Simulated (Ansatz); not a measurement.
# ZnSe (Stilleite, F-43m): zone-centre modes under pressure, part 3 of 3

Aim: how do the optical modes of ZnSe (Stilleite, F-43m) move with volume?

Ansatz 0.2.0; DFT LDA, scalar-relativistic, plane waves, PAW; PAW set soft_1.

So far, mean static dielectric tensor (ions relaxed, fixed cell): step 4 (zone-centre response at rest) 10.1; step 6 (volume ratio 1.06) 11.0.

### 8. Modes of this member: 0.9 times the volume at rest

The zone-centre modes follow for 0.9 times the volume at rest, with the response to a field.

input.yaml

```yaml
crystal:
  lattice:
    - [0.0, 2.6876090753, 2.6876090753]
    - [2.6876090753, 0.0, 2.6876090753]
    - [2.6876090753, 2.6876090753, 0.0]
  atoms:
    - { symbol: Zn, position: [0.0, 0.0, 0.0] }
    - { symbol: Se, position: [0.75, 0.75, 0.75] }
kpoints:
  mp_grid: { grid: [12, 12, 12] }
hamiltonian:
  xc: lda
  pseudopotentials: { kind: paw, azcp: { folder: soft_1 }, xc_functional: pbe }
scf:
  occupations: { method: fixed }
output:
  eigenvalues: true
phonons:
  method: dfpt
  dielectric: true
  rigid_motions: translations
```

The run is started by

```sh
> ansatz run input.yaml --threads 4 --pin off --max-ram 10240MiB --backend cpu --events-out ev --progress --plain --runs-dir out
```

Numbers of over 12 decimals in the logs are rounded to 6 here.

The log of the run:

```text
[...]
Crystal: 2 atoms, lattice volume = 38.827 Å³
Basis set: ecut = 420 eV, 749 PW (Γ), exchange–correlation on 54×54×54 points (8 copies of the dense FFT grid, shifted against one another)
Bands: 18, of which v1, the nominal top of the filled ones, is band 14 counted from 1 (13 counted from 0)
Symmetry: 24 space group operations
k-points: 280 of 1728 (irreducible under 4 space group operations, time reversal used)
[...]
optical modes at Γ + LO–TO along q̂ = [1.0000, 0.0000, 0.0000]:
      ω (cm⁻¹)  modes    IR ((D/Å)²/amu)
[...]
optical modes at Γ + LO–TO along q̂ = [0.0000, 1.0000, 0.0000]:
      ω (cm⁻¹)  modes    IR ((D/Å)²/amu)
        258.76      2             4.1726
        287.50      1             2.0863
  optical modes at Γ + LO–TO along q̂ = [0.0000, 0.0000, 1.0000]:
      ω (cm⁻¹)  modes    IR ((D/Å)²/amu)
        258.76      2             4.1726
        287.50      1             2.0863
[key lines of the parts left out:]
SCF converged after 9 iterations
Free energy (F): -8630.744312 eV
Fermi energy:    8.553564 eV
```

It took 57 s on 4 threads of Intel Xeon at 2.70GHz, shared host; peak memory 1.1 GiB; 3.4 min of CPU time.

Numbers from this step:

```
sum-rule residual before enforcement                    : 5.60e-4 eV/Å²
miss of the charge sum rule                             : 2.79e-4 e
estimated error of the dielectric tensor                : 0.02016
estimated error of the Born charges                     : 0.01664 e
highest optical mode at the zone centre (no LO-TO term) : 258.8 cm⁻¹
lowest optical zone-centre mode                         : 258.8 cm⁻¹
mean high-frequency dielectric constant                 : 7.302
largest Born charge (third of the trace)                : 1.798 e
mean static dielectric constant                         : 9.014
top of the zone-centre spectrum with the field          : 287.5 cm⁻¹
```

Without the LO-TO term. Patterns of degenerate modes are one choice out of their space. The modes at Γ (shares of kinetic energy by element, %):

```
mode  frequency (cm⁻¹)  symmetry  Zn %  Se %
   1               0.0  acoustic    45    55
   2               0.0  acoustic    45    55
   3               0.0  acoustic    45    55
   4             258.8        T2    55    45
   5             258.8        T2    55    45
   6             258.8        T2    55    45
```

Transverse modes. Lines of the infrared spectrum (strongest = 100):

```
position (cm⁻¹)  label  relative intensity
            259     T2                 100
```

The optical mode without the LO-TO term lies at 258.8 cm⁻¹.

The log warns of the k mesh: “the force constants stand on the 12×12×12 k-mesh, whose period is 13.42 times the interband length at k = (0.0000, 0.0000, 0.0000), direct gap 1.701 eV, under 14: take them and everything formed from them as unconverged”. So the frequencies of this run count as unconverged too.

### 9. All members side by side

The members are set side by side, also those not shown above.

Each row is one cell with its response, relaxed at fixed volume as far as symmetry leaves anything free; energies are extrapolated to zero smearing, and E0 is that at rest; shape and atoms are relaxed in each cell where symmetry leaves them free. State of the crystal along the series:

```
volume ratio  V (Å³/atom)  pressure (GPa)  E - E0 (meV/atom)  gap on mesh (eV)     ε∞     ε0  largest Born charge in size, a third of the trace (e)  top mode with the field, highest of q along x, y and z (cm⁻¹)
         0.9        19.41           9.597              58.59             1.701  7.302  9.014                                                  1.798                                                          287.5
        0.92        19.84           7.224                 36             1.604  7.329  9.197                                                  1.834                                                          279.9
        0.94        20.28           5.104              19.46              1.51  7.362  9.397                                                  1.869                                                          272.7
        0.96        20.71           3.209              8.318             1.419  7.403  9.616                                                  1.903                                                          265.8
        0.98        21.14           1.514              1.999             1.331  7.452  9.854                                                  1.936                                                          259.1
        0.99        21.36          0.7346             0.4875             1.289  7.479  9.981                                                  1.953                                                          255.9
           1        21.57        -0.00238                  0             1.247  7.507  10.11                                                  1.969                                                          252.8
        1.02           22           -1.36              1.864             1.165  7.571  10.39                                                      2                                                          246.7
        1.04        22.43          -2.574              7.191             1.086  7.642   10.7                                                  2.031                                                          240.8
        1.06        22.86          -3.659              15.61              1.01  7.723  11.02                                                  2.061                                                          235.1
```

Without the LO-TO term; each mode is tracked from rest by its pattern, and modes that stay within 0.3 cm⁻¹ of each other stand once; shape and atoms are relaxed in each cell where symmetry leaves them free. Optical modes along the series:

```
V (Å³/atom)  mode 4 T2 (cm⁻¹)
      19.41             258.8
      19.84             249.9
      20.28             241.4
      20.71             233.2
      21.14             225.3
      21.36             221.5
      21.57             217.8
         22             210.5
      22.43             203.5
      22.86             196.8
```

From cubic fits (parabolas where under five rows exist) of ln ω and P against ln V through the rows within about 4 % of rest: γ = −d ln ω / d ln V and dω/dP = γ ω / B. Slopes at rest:

```
             mode  fitted frequency at rest (cm⁻¹)  Grüneisen parameter γ  dω/dP (cm⁻¹/GPa)
        mode 4 T2                            217.8                    1.7              5.16
longitudinal mode                            252.8                   1.23              4.35
```

### 10. Summary of results

```
members                                                          : 10
highest optical mode at the zone centre (no LO-TO term), at rest : 217.8 cm⁻¹
bulk modulus at rest                                             : 71.7 GPa
mode 4 T2, γ                                                     : 1.70
longitudinal mode, γ                                             : 1.23
```

The series spans -3.7 to 9.6 GPa, and the slope at rest gives a bulk modulus of 72 GPa. The transverse optical mode has γ = 1.70 and moves by 5.2 cm⁻¹ for each GPa, the longitudinal one has γ = 1.23 and moves by 4.3. ε∞ is 7.51 at rest, with d ln ε∞ / d ln V = 0.40. One k mesh and one cutoff serve the ground states and modes of all volumes; the field response picks its own mesh. With the field response the log warns that the k mesh is coarse for the force constants too, so the frequencies are to be taken as unconverged. These are harmonic frequencies at zero temperature: anharmonic shifts, linewidths and thermal expansion are left out. The PAW files were made for PBE; the program adapts parts of them to the functional of the run, but their partial waves stay those of PBE, an approximation that was not tested in this session. Only the zone centre was solved, so an instability at another wavevector cannot show here.

[Logs are printed without paths, hosts, clocks, repeated set-up lines and the standing remarks that a program may print on its own settings, such as how far it seeks lower states.]

[Hosts, paths, dates, database ids (printed as entryN), source tags and the programs' standing remarks are cut or masked in the printed files.]
